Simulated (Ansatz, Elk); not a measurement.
**LaCr: X-ray structure factors from the self-consistent density**

The structure of LaCr used here is made up (a known structure type with other elements) and was relaxed beforehand with PBEsol. The aim is the Fourier transform of its all-electron density, F(hkl), set beside the sum over free spherical atoms that refinements use.

Method: DFT, PBE, all-electron APW+lo, Dirac cores, scalar-relativistic bands, static density, ferromagnetic start, in Elk 11.2.3 (patched build).

The structure was built from a prototype and need not be the compound's stable phase.

### Step 1. Set-up

The structure is cubic, space group Fm-3m (No. 225). Conventional cell: a = 6.057 Å, b = 6.057 Å, c = 6.057 Å, α = 90.00°, β = 90.00°, γ = 90.00°. Nearest to La lie 6 Cr at 3.03 Å. Nearest to Cr lie 6 La at 3.03 Å. Farther neighbours are not listed.

### Step 2. Ground state and structure factors

An all-electron density is needed, since X-rays see the cores too. Task 0 finds the density and task 195 Fourier-transforms it; tshift is off so that phases refer to the origin typed.

The input, elk.in:

```
tasks
  0
  195
  196

xctype
  20

spinpol
  .true.

rgkmax
  7.0

gmaxvr
  14.0

lmaxo
  7

lmaxapw
  8

swidth
  0.002

tshift
  .false.

ramdisk
  .false.

hmaxvr
  5.5

maxscl
  120

epspot
  1e-06

reducebf
  0.8

sppath
  './'

avec
  0.00000000000 5.72328006397 5.72328006397
  5.72328006397 -0.00000000000 5.72328006397
  5.72328006397 5.72328006397 -0.00000000000

atoms
  2
  'La.in'
  1
  -0.0000000000 0.0000000000 0.0000000000   0.000000 0.000000 0.000000
  'Cr.in'
  1
  0.5000000000 0.5000000000 0.5000000000   0.000000 0.000000 -0.180000

ngridk
  6 6 6
```

Run with:

```bash
> OMP_NUM_THREADS=4 elk
```

Numbers of over 12 decimals in the logs are rounded to 6 here.

Log:

```text
┌─────────────────────────┐
│ Elk code version 11.2.3 │
└─────────────────────────┘

All units are atomic (Hartree, Bohr, etc.)

┌─────────────────────────────────────────────────┐
│ Ground-state run starting from atomic densities │
└─────────────────────────────────────────────────┘

Lattice vectors :
   0.000000000       5.723280064       5.723280064
   5.723280064      -0.000000000       5.723280064
   5.723280064       5.723280064      -0.000000000

Reciprocal lattice vectors :
 -0.5489147165      0.5489147165      0.5489147165
  0.5489147165     -0.5489147165      0.5489147165
  0.5489147165      0.5489147165     -0.5489147165

Unit cell volume      :    374.9427760
Brillouin zone volume :   0.6615681894

Muffin-tin inner radius fraction :   0.1000000000E-01

Nuclei treated as point charges

Species : 1 (La)
 parameters loaded from : La.in
 name : lanthanum
 nuclear charge    :   -57.00000000
 electronic charge :    57.00000000
 atomic mass :    253209.2366
 muffin-tin radius :    2.800000000
 number of radial points in muffin-tin :   1393
 inner part over the whole radius :   0.9924947902E-02
 number on inner part of muffin-tin    :    996
 approximate nuclear radius :   0.9226798129E-04
 number of mesh points to nuclear radius :    505
 atomic positions (lattice), magnetic fields (Cartesian) :
  1 :   0.00000000  0.00000000  0.00000000    0.00000000  0.00000000  0.00000000

Species : 2 (Cr)
 parameters loaded from : Cr.in
 name : chromium
 nuclear charge    :   -24.00000000
 electronic charge :    24.00000000
 atomic mass :    94783.09202
 muffin-tin radius :    2.400000000
 number of radial points in muffin-tin :    993
 inner part over the whole radius :   0.9857795597E-02
 number on inner part of muffin-tin    :    699
 approximate nuclear radius :   0.6987106690E-04
 number of mesh points to nuclear radius :    328
 atomic positions (lattice), magnetic fields (Cartesian) :
  1 :   0.50000000  0.50000000  0.50000000    0.00000000  0.00000000 -0.18000000

Total number of atoms per unit cell :    2
Total muffin-tin volume :    149.8581584
 ratio of muffin-tin to unit cell volume :   0.3996827462

Spin treatment :
 spin-polarised
 global magnetic field (Cartesian) :    0.000000000       0.000000000       0.000000000
 collinear magnetisation in z-direction

Number of Bravais lattice symmetries :   48
Number of crystal symmetries         :   48
Crystal has inversion symmetry
Real symmetric eigensolver will be used

k-point grid :      6     6     6
k-point offset :    0.000000000       0.000000000       0.000000000
k-point set is reduced with full crystal symmetry group
Total number of k-points :       16

Muffin-tin radius times maximum |G+k| :    7.000000000
 using average radius
Maximum |G+k| for APW functions       :    2.692307692
Maximum (1/2)|G+k|²                   :    3.624260355
Maximum |G| for potential and density :    14.00000000
Constant for pseudocharge density :   10
 order of it for each species :   17  17
 order of it for pair densities of each species (exact exchange by exxq0 0: 18) :   11   8
Radial integration step length :    1

G-vector grid sizes :     40    40    40
Number of G-vectors :    17261

Maximum angular momentum used for
 APW functions            :    8
 outer part of muffin-tin :    7
 inner part of muffin-tin :    2

Total nuclear charge    :   -81.00000000
Total core charge       :    56.00000000
Total valence charge    :    25.00000000
Total excess charge     :    0.000000000
Total electronic charge :    81.00000000

Effective Wigner radius, rₛ :    1.033864891

Number of empty states         :     24
Total number of valence states :     74
Total number of core states    :     56

Third-order local-orbitals added for an l without core states : T
Total number of local-orbitals :     36

Exchange-correlation functional :     20     0     0
 Perdew-Burke-Ernzerhof, Phys. Rev. Lett. 77, 3865 (1996)
 gradient requirement :    1
 generalised gradient approximation (GGA)

Smearing type :    3
[...]
atom 1                    :   0.1207746940
  species : 2 (Cr)
   atom 1                    :    1.646842741
 total in muffin-tins        :    1.767617435
 total moment                :    2.030425345

RMS change in Kohn-Sham potential (target) :    3.331872881     (  0.1000000000E-05)
Absolute change in total energy (target)   :   0.3812401645     (  0.1000000000E-03)

[... loops 3 to 18 left out ...]

┌──────────────────┐
│ Loop number : 19 │
└──────────────────┘

Energies :
 Fermi                       :     0.257241
 sum of occupied eigenvalues :     -5858.1294267677
 electron kinetic            :      10156.720124946
 core electron kinetic       :      10002.497740252
 Coulomb                     :     -19452.186917259
 Coulomb potential           :     -15684.864237543
 nuclear-nuclear             :     -896.27828700460
 electron-nuclear            :     -21445.083676160
 Hartree                     :      2889.1750459057
 Madelung                    :     -11609.754798487
 xc potential                :     -329.75614077910
 xc effective B-field        :    -0.229137
 external B-field            :      0.000000
 exchange                    :     -248.81738116586
 correlation                 :     -4.186461
 electron entropic           :    -0.96366585561821E-03
 total energy                :     -9548.4715982157
 (external B-field energy excluded from total)

Density of states at Fermi energy :    74.73643222
 (states/Hartree/unit cell)

Estimated indirect band gap :   0.7217910381E-03
 from k-point 15 to k-point 5
Estimated direct band gap   :   0.1087881042E-01
 at k-point 2

Charges :
 core                        :    56.00000000
 valence                     :    25.00000000
 interstitial                :    3.706813532
 muffin-tins (core leakage)
  species : 1 (La)
   atom 1                    :    54.66509356     (  0.2198373785E-03)
  species : 2 (Cr)
   atom 1                    :    22.62809291     ( -0.2234889376E-06)
 total in muffin-tins        :    77.29318647
 total calculated charge     :    80.99945759
 total charge                :    81.00000000
 error                       :   0.5424129842E-03

Moments :
 interstitial                :   0.2839722161
 muffin-tins
  species : 1 (La)
   atom 1                    :   0.2048704761E-01
  species : 2 (Cr)
   atom 1                    :    3.517464261
 total in muffin-tins        :    3.537951308
 total moment                :    3.821923525

RMS change in Kohn-Sham potential (target) :   0.6818888222E-06 (  0.1000000000E-05)
Absolute change in total energy (target)   :   0.1121554851E-04 (  0.1000000000E-03)

Convergence targets achieved

┌──────────────────┐
│ Loop number : 20 │
└──────────────────┘

Energies :
 Fermi                       :     0.257240
 sum of occupied eigenvalues :     -5858.1294320639
 electron kinetic            :      10156.720115129
 core electron kinetic       :      10002.497737350
 Coulomb                     :     -19452.186920741
 Coulomb potential           :     -15684.864246321
 nuclear-nuclear             :     -896.27828700460
 electron-nuclear            :     -21445.083672691
 Hartree                     :      2889.1750389552
 Madelung                    :     -11609.754797580
 xc potential                :     -329.75613168932
 xc effective B-field        :    -0.229131
 external B-field            :      0.000000
 exchange                    :     -248.81737744035
 correlation                 :     -4.186461
 electron entropic           :    -0.96370511440127E-03
 total energy                :     -9548.4716082220
 (external B-field energy excluded from total)

Density of states at Fermi energy :    74.74029691
 (states/Hartree/unit cell)

Estimated indirect band gap :   0.7193122483E-03
 from k-point 15 to k-point 5
Estimated direct band gap   :   0.1087807046E-01
 at k-point 2

Charges :
 core                        :    56.00000000
 valence                     :    25.00000000
 interstitial                :    3.706812963
 muffin-tins (core leakage)
  species : 1 (La)
   atom 1                    :    54.66509428     (  0.2198373701E-03)
  species : 2 (Cr)
   atom 1                    :    22.62809276     ( -0.2234886516E-06)
 total in muffin-tins        :    77.29318704
 total calculated charge     :    80.99945758
 total charge                :    81.00000000
 error                       :   0.5424194963E-03

Moments :
 interstitial                :   0.2839737540
 muffin-tins
  species : 1 (La)
   atom 1                    :   0.2048906842E-01
  species : 2 (Cr)
   atom 1                    :    3.517420737
 total in muffin-tins        :    3.537909805
 total moment                :    3.821883559

┌──────────────────────────────┐
│ Self-consistent loop stopped │
└──────────────────────────────┘

Warning : core states of species 1 leak from the muffin-tin :   0.2198373701E-03

Wrote STATE.OUT
```

It took 35 s on 4 threads of Intel Xeon Platinum 8375C at 2.90GHz (Ice Lake), shared host; peak memory 0.29 GiB.

SFACRHO.OUT:

```text

h k l indices transformed by vhmat matrix:
   1.000000000       0.000000000       0.000000000    
   0.000000000       1.000000000       0.000000000    
   0.000000000       0.000000000       1.000000000    

      h      k      l  multipl.   |H|            Re(F)            Im(F)           |F|

      0      0      0      1   0.0000000       81.000000      0.25549726E-16   81.000000    
      1      0      0      8  0.95074818       28.954774      0.21802903E-14   28.954774    
      1      0      1      6   1.0978294       66.727666     -0.44510252E-14   66.727666    
     -1      0      1     12   1.5525653       59.965730      0.54371004E-14   59.965730    
      2      1      2     24   1.8205442       25.084657      0.94834588E-14   25.084657    
      0      2      0      8   1.9014964       55.240469     -0.17267926E-13   55.240469    
      2      0      2      6   2.1956589       51.706769     -0.68608191E-14   51.706769    
     -1     -3     -1     24   2.3926638       22.948354     -0.80408313E-14   22.948354    
      1      2      3     24   2.4548212       48.784951     -0.95957814E-14   48.784951    
      3      3      2     24   2.6891219       46.379632      0.31415335E-13   46.379632    
     -3      0     -2     24   2.8522445       21.610998     -0.27782257E-13   21.610998    
     -3      0      0      8   2.8522445       21.578953     -0.42689409E-14   21.578953    
      0     -2      2     12   3.1051305       42.568475      0.69666991E-14   42.568475    
     -1      2     -2     48   3.2474233       20.504716     -0.19829975E-13   20.504716    
      0     -3     -3      6   3.2934883       41.034956      0.75854728E-14   41.034956    
     -1     -4     -1     24   3.2934883       41.010610      0.44192309E-13   41.010610    
     -3     -4     -1     24   3.4716415       39.639780      0.97199977E-14   39.639780    
     -3      1      1     24   3.5994745       19.534149      0.15838659E-13   19.534149
```

Elk indexes on the primitive cell of elk.in and gives |H| = 4π sin θ/λ in inverse bohr. Below, one row stands for each form hkl of the conventional cell (m members, Friedel mates merged), F is for one primitive cell and the density is static (no thermal factor). Free-atom factors are Waasmaier and Kirfel's, and R is Σm||F|−|F'||/Σm|F|.

| hkl | m | sin θ/λ (Å⁻¹) | abs F, DFT | neutral atoms | diff. |
| --- | --- | --- | --- | --- | --- |
| 111 | 8 | 0.143 | 28.955 | 28.730 | +0.225 |
| 200 | 6 | 0.165 | 66.728 | 67.004 | -0.276 |
| 220 | 12 | 0.234 | 59.966 | 60.197 | -0.231 |
| 311 | 24 | 0.274 | 25.085 | 24.871 | +0.214 |
| 222 | 8 | 0.286 | 55.240 | 55.359 | -0.119 |
| 400 | 6 | 0.330 | 51.707 | 51.681 | +0.025 |
| 331 | 24 | 0.360 | 22.948 | 22.942 | +0.006 |
| 420 | 24 | 0.369 | 48.785 | 48.757 | +0.028 |
| 422 | 24 | 0.404 | 46.380 | 46.345 | +0.034 |
| 511 | 24 | 0.429 | 21.611 | 21.645 | -0.034 |
| 333 | 8 | 0.429 | 21.579 | 21.645 | -0.066 |
| 440 | 12 | 0.467 | 42.569 | 42.524 | +0.045 |
| 531 | 48 | 0.488 | 20.505 | 20.563 | -0.058 |
| 600 | 6 | 0.495 | 41.035 | 40.961 | +0.074 |
| 442 | 24 | 0.495 | 41.011 | 40.961 | +0.050 |
| 620 | 24 | 0.522 | 39.640 | 39.568 | +0.072 |
| 533 | 24 | 0.541 | 19.534 | 19.575 | -0.041 |
| 622 | 24 | 0.547 | 38.391 | 38.316 | +0.075 |
| 444 | 8 | 0.572 | 37.257 | 37.184 | +0.073 |
| 551 | 24 | 0.590 | 18.640 | 18.655 | -0.015 |
| 711 | 24 | 0.590 | 18.645 | 18.655 | -0.010 |
| 640 | 24 | 0.595 | 36.237 | 36.154 | +0.083 |

### Step 3. The magnetisation density

The same run holds the spin density, and task 196 transforms it. The order is that of the start, and no other was tried.

SFACMAG_1.OUT:

```text

h k l indices transformed by vhmat matrix:
   1.000000000       0.000000000       0.000000000    
   0.000000000       1.000000000       0.000000000    
   0.000000000       0.000000000       1.000000000    

      h      k      l  multipl.   |H|            Re(F)            Im(F)           |F|

      0      0      0      1   0.0000000       3.8218837      0.56924157E-17   3.8218837    
      1      0      0      8  0.95074818      -2.8050495      0.29892642E-15   2.8050495    
      1      0      1      6   1.0978294       2.6386081     -0.55848122E-15   2.6386081    
     -1      0      1     12   1.5525653       1.7030742      0.57277892E-15   1.7030742    
      2      1      2     24   1.8205442      -1.3472915      0.87515897E-15   1.3472915    
      0      2      0      8   1.9014964       1.2357696     -0.15245813E-14   1.2357696    
      2      0      2      6   2.1956589       1.0732039     -0.49546860E-15   1.0732039    
     -1     -3     -1     24   2.3926638     -0.80969695     -0.51419305E-15  0.80969695    
      1      2      3     24   2.4548212      0.79560392     -0.57949543E-15  0.79560392    
      3      3      2     24   2.6891219      0.60994995      0.16532446E-14  0.60994995    
     -3      0     -2     24   2.8522445     -0.53355709     -0.12964358E-14  0.53355709    
     -3      0      0      8   2.8522445     -0.50433187     -0.19067557E-15  0.50433187    
      0     -2      2     12   3.1051305      0.38491733      0.24050592E-15  0.38491733    
     -1      2     -2     48   3.2474233     -0.33424154     -0.62637034E-15  0.33424154    
      0     -3     -3      6   3.2934883      0.35998117      0.24103012E-15  0.35998117    
     -1     -4     -1     24   3.2934883      0.29835411      0.12667654E-14  0.29835411
```

The total moment is 3.82 μB a cell; sphere moments: La1 +0.02, Cr2 +3.52 μB. Polarised neutrons measure spin and orbital magnetisation together; without spin-orbit coupling the run gives the spin part. With nearly all of the moment on one atom, abs F_M/F_M(0) is close to a form factor, set here beside ⟨j0⟩ of the free Cr2+ ion, taken for comparison since the valence isn't defined:

| hkl | sin θ/λ (Å⁻¹) | abs F_M (μB) | F_M/F_M(0) | ⟨j0⟩ |
| --- | --- | --- | --- | --- |
| 111 | 0.143 | 2.805 | 0.734 | 0.777 |
| 200 | 0.165 | 2.639 | 0.690 | 0.717 |
| 220 | 0.234 | 1.703 | 0.446 | 0.529 |
| 311 | 0.274 | 1.347 | 0.353 | 0.428 |
| 222 | 0.286 | 1.236 | 0.323 | 0.400 |
| 400 | 0.330 | 1.073 | 0.281 | 0.308 |
| 331 | 0.360 | 0.810 | 0.212 | 0.256 |
| 420 | 0.369 | 0.796 | 0.208 | 0.240 |
| 422 | 0.404 | 0.610 | 0.160 | 0.190 |
| 511 | 0.429 | 0.534 | 0.140 | 0.159 |
| 333 | 0.429 | 0.504 | 0.132 | 0.159 |
| 440 | 0.467 | 0.385 | 0.101 | 0.119 |
| 531 | 0.488 | 0.334 | 0.087 | 0.100 |
| 600 | 0.495 | 0.360 | 0.094 | 0.094 |

### Step 4. The highest occupied states alone

An energy window below the Fermi level keeps the highest occupied states, to see at which angles they scatter; shallow core shells can lie inside it and anion s states outside. No new self-consistency is needed.

Changes to elk.in since step 2:

```diff
@@ -1,5 +1,3 @@
 tasks
-  0
   195
-  196
 
@@ -44,2 +42,5 @@
 
+wsfac
+  -0.294000 0.557240
+
 sppath
```

Run with:

```bash
> OMP_NUM_THREADS=4 elk
```

Log:

```text
┌─────────────────────────────────┐
│ Elk code version 11.2.3 started │
└─────────────────────────────────┘

Info(readinput): the functional depends on the density's gradient
 muffin-tin radial points multiplied by    2.00000
 (not where nrmtscf is given)

┌────────────────────┐
│ Current task : 195 │
└────────────────────┘

Info(sfacrho): density structure factors written to SFACRHO.OUT

 Energy window :  -0.2940000000      0.5572400000

┌──────────────────┐
│ Elk code stopped │
└──────────────────┘
```

Wall time 3.6 s (4 threads); peak memory 0.16 GiB; 5.4 s of CPU time.

States within 15 eV below the Fermi level hold 9.00 electrons; any levels below the window count with the cores. Their amplitudes can exceed the total, where window and core parts have opposite phase:

| hkl | sin θ/λ (Å⁻¹) | abs F, window | abs F, all |
| --- | --- | --- | --- |
| 111 | 0.143 | 3.055 | 28.955 |
| 200 | 0.165 | 3.022 | 66.728 |
| 220 | 0.234 | 1.975 | 59.966 |
| 311 | 0.274 | 1.453 | 25.085 |
| 222 | 0.286 | 1.467 | 55.240 |
| 400 | 0.330 | 1.172 | 51.707 |
| 331 | 0.360 | 0.949 | 22.948 |
| 420 | 0.369 | 0.922 | 48.785 |
| 422 | 0.404 | 0.743 | 46.380 |
| 511 | 0.429 | 0.611 | 21.611 |

(Continued in part 2 of 2.)

[Logs are printed without paths, hosts, clocks, repeated set-up lines and the standing remarks that a program may print on its own settings, such as how far it seeks lower states.]

[Hosts, paths, dates, database ids (printed as entryN), source tags and the programs' standing remarks are cut or masked in the printed files.]
